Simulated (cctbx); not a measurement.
# Accept or mend?

Cell a = 14.3190 Å, b = 6.5230 Å, c = 8.1170 Å, α = 90.00°, β = 90.00°, γ = 90.00°; space group Pnma (no. 62).

Simulated single-crystal data (cctbx): Mo Kα, λ = 0.71073 Å, to d = 0.75 Å, 95 % of the full sphere, strongest reflection 5000 counts, noise from counting, a 2 % proportional error and a noise floor of 2 counts (s.d.); no absorption.

An anisotropic refinement with weights 1/σ² prints:

```text
Rint 0.037, 207 unique reflections to 1.30 A
cycle     R1     wR2    GooF  max shift (A)
   1  0.0139  0.0325   1.251   0.00948
   2  0.0106  0.0244   0.938   0.00000
final R1 0.0106 wR2 0.0244 GooF 0.938  parameters 48  data/parameter 4.3
atom        x        y        z      Ueq    occ   su(xyz)  su(Uiso or U11)
Yb1    0.92516  0.75000  0.59727   0.0228  1.000  0.00008  0.0006
Yb2    0.70815  0.75000  0.87164   0.0221  1.000  0.00009  0.0006
Mn1    0.34359  0.75000  0.30826   0.0364  1.000  0.00031  0.0018
Ca1    0.09396  0.75000  0.06918   0.0291  1.000  0.00038  0.0024
S1     0.90046  0.75000  0.92182   0.0394  1.000  0.00053  0.0033
S2     0.22656  0.00536  0.36155   0.0336  1.000  0.00049  0.0024
S3     0.43771  0.49850  0.16894   0.0325  1.000  0.00047  0.0023
difference map: max 0.43 min -0.42 rms 0.09
Q1    0.2375  0.2500  0.2820    4    0.46  1.47 A from Yb2
Q2    0.0183  0.2500  0.3209    4    0.38  1.05 A from Yb1
Q3    0.0418  0.2500  0.7559    4    0.29  1.70 A from Mn1
Q4    0.1463  0.2500  0.3136    4    0.29  1.25 A from Yb1
Q5    0.0937  0.0728  0.4447    8    0.28  1.24 A from Yb1
Q6    0.1899  0.5780  0.1792    8    0.25  1.66 A from S2
```

**Question.** Can this result stand? If not, what is the likely fault?

Mend it. The fault: data cut at low resolution. Against the right model at the same level, R1 goes from 0.0178 to 0.0106 and GooF from 0.92 to 0.94. The atoms are right, but there are too few data for the parameters: R1 flatters and the s.u.s grow. Data per parameter fall from 21.2 to 4.3.

The compound is CaYb2MnS5. The right model at the same level gives:

```text
Rint 0.055, 1017 unique reflections to 0.75 A
cycle     R1     wR2    GooF  max shift (A)
   1  0.0231  0.0488   1.185   0.00151
   2  0.0178  0.0378   0.918   0.00000
final R1 0.0178 wR2 0.0378 GooF 0.918  parameters 48  data/parameter 21.2
atom        x        y        z      Ueq    occ   su(xyz)  su(Uiso or U11)
Yb1    0.92519  0.75000  0.59739   0.0221  1.000  0.00004  0.0002
Yb2    0.70811  0.75000  0.87171   0.0216  1.000  0.00004  0.0001
Mn1    0.34355  0.75000  0.30805   0.0353  1.000  0.00017  0.0007
Ca1    0.09386  0.75000  0.06925   0.0286  1.000  0.00020  0.0008
S1     0.89973  0.75000  0.92176   0.0363  1.000  0.00028  0.0010
S2     0.22644  0.00546  0.36159   0.0331  1.000  0.00025  0.0007
S3     0.43779  0.49872  0.16857   0.0311  1.000  0.00022  0.0007
difference map: max 1.15 min -1.27 rms 0.24
Q1    0.1897  0.2500  0.2414    4    1.20  1.73 A from Yb2
Q2    0.2399  0.7500  0.3636    4    1.10  1.55 A from Mn1
Q3    0.2438  0.2500  0.3027    4    1.08  1.57 A from Yb2
Q4    0.0765  0.0213  0.1998    8    0.95  1.82 A from S1
Q5    0.0609  0.2500  0.7729    4    0.93  1.40 A from Mn1
Q6    0.1237  0.2500  0.2948    4    0.89  1.12 A from Yb1
```

Isotropic U is held between 0.0001 and 1 Å² by the program, and listed peak heights are interpolated, so they can pass the grid's maximum.

The model is made up (kin elements in a known structure type, no relaxation), so it says nothing on whether the phase exists.

[Middle refinement cycles are left out of these outputs.]

[Logs are printed without paths, hosts, clocks, repeated set-up lines and the standing remarks that a program may print on its own settings, such as how far it seeks lower states.]
